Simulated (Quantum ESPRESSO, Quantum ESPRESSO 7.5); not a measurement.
# Co(0001), 4 layers: vacuum convergence

Aim: how far one choice must go before the vacuum level and the energy of Co(0001), 4 layers stand still, and what it costs.

Method: plane-wave DFT, PBE, GBRV ultrasoft pseudopotentials, in Quantum ESPRESSO 7.5.

## Step 1: The starting structure

The cell holds 4 atoms: 4 Co. Its edges and angles: a = 2.510 Å, b = 2.510 Å, c = 30.107 Å, α = 90.0°, β = 90.0°, γ = 60.0°. It derives from Co. Vacuum lies along c.

## Step 2: Self-consistent run: 24 Å of vacuum

The first run is the reference of the series.

Input file c0.in:

```
&control
  prefix = 'c0'
  outdir = './out'
  pseudo_dir = './pseudo'
  calculation = 'scf'
  tprnfor = .true.
/
&system
  ibrav = 0
  nat = 4
  ntyp = 1
  ecutwfc = 40
  ecutrho = 200
  occupations = 'smearing'
  smearing = 'mv'
  degauss = 0.02
  nspin = 2
  starting_magnetization(1) = 0.28
/
&electrons
  conv_thr = 1e-07
  mixing_beta = 0.4
  electron_maxstep = 120
  mixing_mode = 'local-TF'
/
ATOMIC_SPECIES
  Co  58.9332  co_pbe_v1.2.uspp.F.UPF
CELL_PARAMETERS angstrom
  2.51000000000000 0.00000000000000 0.00000000000000
  1.25500000000000 2.17372376349894 0.00000000000000
  0.00000000000000 0.00000000000000 30.10683000000000
ATOMIC_POSITIONS crystal
  Co  0.666666666700 0.666666666700 0.398580654290
  Co  0.000000000000 0.000000000000 0.466193551430
  Co  0.666666666700 0.666666666700 0.533806448570
  Co  0.000000000000 0.000000000000 0.601419345710
K_POINTS automatic
  12 12 1 0 0 0
```

On the command line:

```
$ OMP_NUM_THREADS=1 mpirun -n 4 pw.x -nk 4 -in c0.in > c0.out
```

The program printed:

```text
Program PWSCF v.7.5 starts
[citation notice left out]

     Parallel version (MPI & OpenMP), running on       4 processor cores
     Number of MPI processes:                 4
     Threads/MPI process:                     1

     MPI processes distributed on     1 nodes
[...]
Current dimensions of program PWSCF are:
     Max number of different atomic species (ntypx) = 10
     Max number of k-points (npk) =  40000
     Max angular momentum in pseudopotentials (lmaxx) =  4
     Message from routine setup:
     using ibrav=0 with symmetry is DISCOURAGED, use correct ibrav instead

     K-points division:     npool     =       4
     Subspace diagonalization in iterative solution of the eigenvalue problem:
     a serial algorithm will be used

     G-vector sticks info
     --------------------
     sticks:   dense  smooth     PW     G-vecs:    dense   smooth      PW
     Sum         313     253     85                53129    38161    7477

     Using Slab Decomposition

     bravais-lattice index     =            0
     lattice parameter (alat)  =       4.7432  a.u.
     unit-cell volume          =    1108.5102 (a.u.)^3
     number of atoms/cell      =            4
     number of atomic types    =            1
     number of electrons       =        68.00
     number of Kohn-Sham states=           41
     kinetic-energy cutoff     =      40.0000  Ry
     charge density cutoff     =     200.0000  Ry
     scf convergence threshold =      1.0E-07
     mixing beta               =       0.4000
     number of iterations used =            8  local-TF  mixing
     Exchange-correlation= SLA  PW   PBE  PBE
                           (   1   4   3   4   0   0   0)

     celldm(1)=   4.743213  celldm(2)=   0.000000  celldm(3)=   0.000000
     celldm(4)=   0.000000  celldm(5)=   0.000000  celldm(6)=   0.000000

     crystal axes: (cart. coord. in units of alat)
               a(1) = (   1.000000   0.000000   0.000000 )
               a(2) = (   0.500000   0.866025   0.000000 )
               a(3) = (   0.000000   0.000000  11.994753 )

     reciprocal axes: (cart. coord. in units 2 pi/alat)
               b(1) = (  1.000000 -0.577350  0.000000 )
               b(2) = (  0.000000  1.154701  0.000000 )
               b(3) = (  0.000000  0.000000  0.083370 )

     PseudoPot. # 1 for Co read from file:
     ./pseudo/co_pbe_v1.2.uspp.F.UPF
     Pseudo is Ultrasoft + core correction, Zval = 17.0
     Generated by new atomic code, or converted to UPF format
     Using radial grid of  863 points,  6 beta functions with:
                l(1) =   0
                l(2) =   0
                l(3) =   1
                l(4) =   1
                l(5) =   2
                l(6) =   2
     Q(r) pseudized with  8 coefficients,  rinner =    1.200   1.200   1.200
                                                       1.200   1.200

     atomic species   valence    mass     pseudopotential
     Co               17.00    58.93320     Co( 1.00)

     Starting magnetic structure
     atomic species   magnetization
     Co              0.280

     12 Sym. Ops., with inversion, found ( 6 have fractional translation)

   Cartesian axes

     site n.     atom                  positions (alat units)
         1        Co     tau(   1) = (   1.0000000   0.5773503   4.7808765  )
         2        Co     tau(   2) = (   0.0000000   0.0000000   5.5918765  )
         3        Co     tau(   3) = (   1.0000000   0.5773503   6.4028765  )
         4        Co     tau(   4) = (   0.0000000   0.0000000   7.2138765  )

     number of k points=    19  Marzari-Vanderbilt smearing, width (Ry)=  0.0200
                       cart. coord. in units 2pi/alat
        k(    1) = (   0.0000000   0.0000000   0.0000000), wk =   0.0069444
        k(    2) = (   0.0000000   0.0962250   0.0000000), wk =   0.0416667
        k(    3) = (   0.0000000   0.1924501   0.0000000), wk =   0.0416667
        k(    4) = (   0.0000000   0.2886751   0.0000000), wk =   0.0416667
        k(    5) = (   0.0000000   0.3849002   0.0000000), wk =   0.0416667
        k(    6) = (   0.0000000   0.4811252   0.0000000), wk =   0.0416667
        k(    7) = (   0.0000000  -0.5773503   0.0000000), wk =   0.0208333
        k(    8) = (   0.0833333   0.1443376   0.0000000), wk =   0.0416667
        k(    9) = (   0.0833333   0.2405626   0.0000000), wk =   0.0833333
        k(   10) = (   0.0833333   0.3367877   0.0000000), wk =   0.0833333
[...]
k(   19) = (   0.3333333  -0.5773503   0.0000000), wk =   0.0138889

     Dense  grid:    53129 G-vectors     FFT dimensions: (  24,  24, 270)

     Smooth grid:    38161 G-vectors     FFT dimensions: (  24,  24, 240)

     Estimated max dynamical RAM per process >     134.30 MB

     Estimated total dynamical RAM >     459.36 MB

     Check: negative core charge=   -0.000022
     Generating pointlists ...
     new r_m :   0.4107 (alat units)  1.9478 (a.u.) for type    1

     Initial potential from superposition of free atoms

     starting charge      64.0000, renormalised to      68.0000

     negative rho (up, down):  9.325E-05 5.246E-05
     Starting wfcs are   52 randomized atomic wfcs

     total cpu time spent up to now is        2.2 secs

     per-process dynamical memory:    83.7 Mb

     Self-consistent Calculation

     iteration #  1     ecut=    40.00 Ry     beta= 0.40
     Davidson diagonalization with overlap
     ethr =  1.00E-02,  avg # of iterations = 10.2

     negative rho (up, down):  1.519E-01 4.419E-02

     total cpu time spent up to now is       11.4 secs

     total energy              =   -1179.72091136 Ry
     estimated scf accuracy    <     282.86560831 Ry

     total magnetization       =     5.29 Bohr mag/cell
     absolute magnetization    =     6.77 Bohr mag/cell

     iteration #  2     ecut=    40.00 Ry     beta= 0.40
[...]
negative rho (up, down):  7.533E-02 1.813E-02

[...]
total energy              =   -1193.74681504 Ry
     estimated scf accuracy    <       1.44973300 Ry

     total magnetization       =     8.30 Bohr mag/cell
     absolute magnetization    =     8.76 Bohr mag/cell

     iteration #  3     ecut=    40.00 Ry     beta= 0.40
[...]
negative rho (up, down):  4.252E-02 8.687E-03

[...]
total energy              =   -1193.85516644 Ry
     estimated scf accuracy    <       0.47013722 Ry

     total magnetization       =     7.50 Bohr mag/cell
     absolute magnetization    =     8.18 Bohr mag/cell

[...]
total magnetization       =     6.98 Bohr mag/cell
     absolute magnetization    =     7.72 Bohr mag/cell

     iteration # 11     ecut=    40.00 Ry     beta= 0.40
[...]
negative rho (up, down):  1.845E-02 1.489E-02

[...]
total energy              =   -1193.84584183 Ry
     estimated scf accuracy    <       0.00960381 Ry

     total magnetization       =     7.01 Bohr mag/cell
     absolute magnetization    =     7.81 Bohr mag/cell

     iteration # 12     ecut=    40.00 Ry     beta= 0.40
[...]
negative rho (up, down):  2.092E-02 1.855E-02

[...]
total energy              =   -1193.84620252 Ry
     estimated scf accuracy    <       0.00386359 Ry

     total magnetization       =     6.98 Bohr mag/cell
     absolute magnetization    =     7.79 Bohr mag/cell

     iteration # 13     ecut=    40.00 Ry     beta= 0.40
[...]
negative rho (up, down):  9.164E-03 9.660E-03

[...]
total energy              =   -1193.84442116 Ry
     estimated scf accuracy    <       0.00318526 Ry

     total magnetization       =     7.01 Bohr mag/cell
     absolute magnetization    =     7.80 Bohr mag/cell

     iteration # 14     ecut=    40.00 Ry     beta= 0.40
[...]
negative rho (up, down):  3.851E-03 3.279E-03

[...]
total energy              =   -1193.84436145 Ry
     estimated scf accuracy    <       0.00125460 Ry

     total magnetization       =     6.98 Bohr mag/cell
     absolute magnetization    =     7.77 Bohr mag/cell

     iteration # 15     ecut=    40.00 Ry     beta= 0.40
[...]
negative rho (up, down):  1.963E-03 2.157E-03

[...]
total energy              =   -1193.84436576 Ry
     estimated scf accuracy    <       0.00062869 Ry

     total magnetization       =     6.98 Bohr mag/cell
     absolute magnetization    =     7.76 Bohr mag/cell

     iteration # 16     ecut=    40.00 Ry     beta= 0.40
[...]
negative rho (up, down):  4.262E-04 3.305E-04

[...]
total energy              =   -1193.84442632 Ry
     estimated scf accuracy    <       0.00001126 Ry

     total magnetization       =     6.98 Bohr mag/cell
     absolute magnetization    =     7.76 Bohr mag/cell

     iteration # 17     ecut=    40.00 Ry     beta= 0.40
[...]
negative rho (up, down):  2.967E-04 2.307E-04

[...]
total energy              =   -1193.84442887 Ry
     estimated scf accuracy    <       0.00000114 Ry

     total magnetization       =     6.99 Bohr mag/cell
     absolute magnetization    =     7.76 Bohr mag/cell

     iteration # 18     ecut=    40.00 Ry     beta= 0.40
[...]
negative rho (up, down):  8.926E-05 4.595E-05

[...]
total energy              =   -1193.84442956 Ry
     estimated scf accuracy    <       0.00000136 Ry

     total magnetization       =     6.99 Bohr mag/cell
     absolute magnetization    =     7.77 Bohr mag/cell

     iteration # 19     ecut=    40.00 Ry     beta= 0.40
[...]
negative rho (up, down):  4.786E-05 2.498E-05

     Magnetic moment per site  (integrated on atomic sphere of radius R)
     atom   1 (R=0.411)  charge= 15.5141  magn=  1.8613
     atom   2 (R=0.411)  charge= 15.6071  magn=  1.7968
     atom   3 (R=0.411)  charge= 15.6071  magn=  1.7968
     atom   4 (R=0.411)  charge= 15.5141  magn=  1.8613

[...]
End of self-consistent calculation

 ------ SPIN UP ------------

          k = 0.0000 0.0000 0.0000 (  4795 PWs)   bands (ev):

   -95.0468 -95.0223 -94.9462 -94.9457 -58.4094 -58.3289 -58.2369 -58.1689
   -58.1524 -58.1524 -58.1310 -58.1310 -58.0221 -58.0221 -58.0220 -58.0220
    -7.2164  -5.9027  -4.4267  -3.9352  -1.7241  -1.5855  -1.5008  -1.5008
    -1.4398  -1.4398  -1.3760  -1.2183  -1.2183  -1.1495  -1.1495  -0.6205
    -0.6205  -0.2456  -0.2456   0.0646   0.0646   0.1985   0.1985   0.4004
     1.3847

          k = 0.0000 0.0962 0.0000 (  4743 PWs)   bands (ev):

   -95.0442 -95.0205 -94.9442 -94.9438 -58.4041 -58.3271 -58.2389 -58.1720
   -58.1648 -58.1566 -58.1431 -58.1341 -58.0362 -58.0359 -58.0256 -58.0254
    -6.9813  -5.6804  -4.2213  -3.7724  -1.7577  -1.7105  -1.6546  -1.5083
    -1.4039  -1.3803  -1.3531  -1.2246  -1.1869  -1.1275  -1.0576  -0.7221
    -0.6551  -0.4030  -0.2692  -0.2685   0.0422   0.0616   0.2172   1.0102
     2.0894

          k = 0.0000 0.1925 0.0000 (  4720 PWs)   bands (ev):

   -95.0372 -95.0155 -94.9388 -94.9384 -58.3894 -58.3238 -58.2488 -58.2002
   -58.1786 -58.1721 -58.1680 -58.1427 -58.0749 -58.0726 -58.0350 -58.0347
    -6.3063  -5.0629  -3.6803  -3.3624  -2.0923  -1.9023  -1.8591  -1.6235
    -1.5172  -1.2822  -1.2315  -1.1606  -1.1506  -1.0051  -0.9218  -0.8082
    -0.7602  -0.6311  -0.3535  -0.3053   0.0537   0.2560   0.3606   1.9101
     3.3714

          k = 0.0000 0.2887 0.0000 (  4712 PWs)   bands (ev):

   -95.0273 -95.0089 -94.9314 -94.9312 -58.3686 -58.3276 -58.2776 -58.2374
   -58.1979 -58.1935 -58.1832 -58.1548 -58.1263 -58.1191 -58.0479 -58.0475
    -5.3100  -4.2639  -3.1759  -3.0202  -2.4117  -2.1218  -2.0595  -1.6841
    -1.5859  -1.3170  -1.1936  -1.1639  -1.1615  -0.9054  -0.6390  -0.6268
    -0.4367  -0.3060  -0.2413  -0.2342   0.0624   0.2945   0.9009   2.9673
     4.8941

          k = 0.0000 0.3849 0.0000 (  4730 PWs)   bands (ev):

   -95.0170 -95.0028 -94.9240 -94.9239 -58.3526 -58.3508 -58.3142 -58.2566
   -58.2182 -58.2112 -58.1983 -58.1737 -58.1669 -58.1577 -58.0608 -58.0602
    -4.3138  -3.7443  -3.1857  -3.0528  -2.5961  -2.3592  -2.2270  -1.5376
    -1.3790  -1.3087  -1.2880  -0.8493  -0.8166  -0.4790  -0.3609  -0.0786
    -0.0345   0.0352   0.0435   0.1123   0.1707   0.3472   1.7447   4.1815
     6.6152

          k = 0.0000 0.4811 0.0000 (  4736 PWs)   bands (ev):

   -95.0090 -94.9988 -94.9185 -94.9185 -58.3820 -58.3660 -58.3147 -58.2683
   -58.2345 -58.2256 -58.2092 -58.1989 -58.1810 -58.1759 -58.0702 -58.0695
    -3.8104  -3.6413  -3.3295  -3.1247  -2.7430  -2.5737  -2.3087  -1.6383
    -1.3891  -1.0816  -1.0155  -0.8781  -0.3114  -0.2718   0.0370   0.2053
     0.2894   0.3779   0.4581   0.4960   1.0323   1.2604   2.9337   4.9964
     7.9004

[...]
the Fermi energy is     1.2896 ev

!    total energy              =   -1193.84442970 Ry
     estimated scf accuracy    <       0.00000006 Ry
     smearing contrib. (-TS)   =       0.00219604 Ry
     internal energy E=F+TS    =   -1193.84662574 Ry

     The total energy is F=E-TS. E is the sum of the following terms:
     one-electron contribution =  -15946.95674359 Ry
     hartree contribution      =    7974.52201344 Ry
     xc contribution           =    -130.52824547 Ry
     ewald contribution        =    6909.11634987 Ry

     total magnetization       =     6.99 Bohr mag/cell
     absolute magnetization    =     7.77 Bohr mag/cell

     convergence has been achieved in  19 iterations

     negative rho (up, down):  4.786E-05 2.498E-05

     Forces acting on atoms (cartesian axes, Ry/au):

     atom    1 type  1   force =     0.00000000    0.00000000    0.02008607
     atom    2 type  1   force =     0.00000000    0.00000000   -0.01874688
     atom    3 type  1   force =     0.00000000    0.00000000    0.01874688
     atom    4 type  1   force =     0.00000000    0.00000000   -0.02008607

     Total force =     0.038856     Total SCF correction =     0.001537

[...]
=------------------------------------------------------------------------------=
   JOB DONE.
=------------------------------------------------------------------------------=
```

Run time: 91 s. Hardware: 4 MPI ranks of Arm Neoverse V1, shared host; peak memory 0.58 GiB.

This step gave:

* free energy: -16243.0809 eV
* Fermi energy: 1.290 eV
* magnetization: 6.99 μB
* absolute magnetization: 7.77 μB
* site moments: 1.861, 1.797, 1.797, 1.861 μB

The program's own clock; routines nest. Time by routine:

```tsv
routine	wall time (s)	calls
PWSCF	90.86	1
electrons	88.09	1
c_bands	65.76	19
cegterg	58.27	190
h_psi	45.86	703
fftw	45.31	44404
vloc_psi	40.67	703
sum_band	12.08	19
mix_rho	6.45	19
ffts	4.61	2186
calbec	3.81	933
h_psi:calbec	2.54	703
add_vuspsi	2.52	703
s_psi	2.5	703
```

The run needed 19 iterations to bring the estimated error under 1e-07 Ry; the largest force on any atom, held or free, is 0.52 eV/Å. The cell keeps a moment of 7.0 μB.

## Step 3: Potential by pp.x

plot_num = 11 writes the bare and Hartree potential. It leaves out exchange and correlation, which fade slowly, so it flattens close to the surface.

Input file c0.pot.in:

```
&inputpp
  prefix = 'c0'
  outdir = './out'
  filplot = 'c0.pot.dat'
  plot_num = 11
/
```

On the command line:

```
$ OMP_NUM_THREADS=1 mpirun -n 4 pp.x -in c0.pot.in > c0.pot.out
```

The program printed:

```text
[banner, memory and clock lines left out]
Program POST-PROC v.7.5 starts

          URL

     ./out/c0.save/

     IMPORTANT: XC functional enforced from input :
     Exchange-correlation= PBE
                           (   1   4   3   4   0   0   0)
     Any further DFT definition will be discarded
     Please, verify this is what you really want

     Check: negative core charge=   -0.000022

     negative rho (up, down):  4.786E-05 2.498E-05

     Calling punch_plot, plot_num =  11
     Writing data to file  c0.pot.dat
     Message from routine chdens:
     namelist plot not found or invalid, exiting
```

Wall time 0.85 s (4 MPI ranks); peak memory 0.08 GiB.

Read from the output:

```
potential in the middle of the vacuum, over the Fermi level : 5.011 eV
```

The potential energy, planar mean oscillates, so the rows of the table below give means over windows of 1 Å about each position, cut where the curve ends. Its maxima inside the range that stand out by 2 % of the span (Å: eV): 13.0: -0.698, 15.1: -0.722, 17.1: -0.698. Its minima: 12.0: -26.4, 14.0: -26.7, 16.1: -26.7, 18.1: -26.4.

Electrostatic potential energy of an electron; zero at the Fermi level. Table of potential energy, planar mean by z; means over each step:

z (Å), potential energy, planar mean (eV) and a bar from the least value:
```
        0        5.0 ##############################
        1        5.0 ##############################
        2        5.0 ##############################
        3        5.0 ##############################
        4        5.0 ##############################
        5        5.0 ##############################
        6        5.0 ##############################
        7        5.0 ##############################
        8        5.0 ##############################
        9        5.0 ##############################
       10        4.6 ##############################
       11       -0.2 ########################
       12      -20.0 
       13       -3.4 ####################
       14      -20.1 
       15       -3.5 ####################
       16      -19.9 
       17       -3.7 ####################
       18      -19.5 #
       19       -1.9 ######################
       20        4.5 #############################
       21        5.0 ##############################
       22        5.0 ##############################
       23        5.0 ##############################
       24        5.0 ##############################
       25        5.0 ##############################
       26        5.0 ##############################
       27        5.0 ##############################
       28        5.0 ##############################
       29        5.0 ##############################
```

Inside the slab this potential holds the local part of the pseudopotentials, which can be repulsive at the nuclei; only its value in the vacuum has a meaning of its own.

(Continued in part 2 of 3.)

[Logs are printed without paths, hosts, clocks, repeated set-up lines and the standing remarks that a program may print on its own settings, such as how far it seeks lower states.]

[Hosts, paths, dates, database ids (printed as entryN), source tags and the programs' standing remarks are cut or masked in the printed files.]

[Maps of the electrostatic potential energy from Ansatz leave out the sawtooth potential of an applied field or a dipole correction, so their vacuum need not be flat; planar profiles and work functions include it.]
